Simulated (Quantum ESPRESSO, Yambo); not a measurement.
Planning a run of Yambo 5.3.0 on LiNbO3 (R3c). The input:

```
HF_and_locXC
gw0
dyson
ppa
em1d
rim_cut
RandQpts= 1000000
RandGvec= 1 RL
EXXRLvcs= 74 Ry
VXCRLvcs= 296 Ry
Chimod= "HARTREE"
% BndsRnXp
 1 | 125 |
%
NGsBlkXp= 7.5 Ry
% LongDrXp
 1 | 1 | 1 |
%
% GbndRnge
 1 | 125 |
%
DysSolver= "n"
ExtendOut
PPAPntXp= 27.21138 eV
% QPkrange
 1 | 1 | 33 | 36 |
 14 | 14 | 33 | 36 |
%
```

```sh
OMP_NUM_THREADS=2 mpirun -n 2 yambo -F gw1.in -J gw1 -C gw1 > gw1.log
```

The stored states that it reads are on a 4×4×4 mesh. The structure is trigonal, space group R3c (No. 161). The conventional cell has a = 5.152 Å, b = 5.152 Å, c = 13.869 Å, α = 90.00°, β = 90.00°, γ = 120.00°. Nearest to Li lie 6 O at 2.07 to 2.24 Å. Nb has 6 O at 1.88 to 2.13 Å nearest. Nearest to O lie 2 Nb at 1.88 to 2.13 Å and 2 Li at 2.07 to 2.24 Å. Farther neighbours and most contacts between anions are not listed.

Q: How long will it take on 2 MPI ranks of Arm Neoverse V1, shared host, and how much memory?

It took 9.1 min; on shared hardware allow 4.5 min to 18 min. Peak host memory was 2.4 GiB.

The screening grows as filled bands × empty bands × pairs of k points, times the square of the screening basis for the matrix.

[Paths, hosts, dates, memory and timing lines, banners, echoed tables and standing remarks are left out of the program output.]

[Logs are printed without paths, hosts, clocks, repeated set-up lines and the standing remarks that a program may print on its own settings, such as how far it seeks lower states.]

[Runs of the session that timed out or met a known fault of the program may be left out.]

[Hosts, paths, dates, database ids (printed as entryN), source tags and the programs' standing remarks are cut or masked in the printed files.]
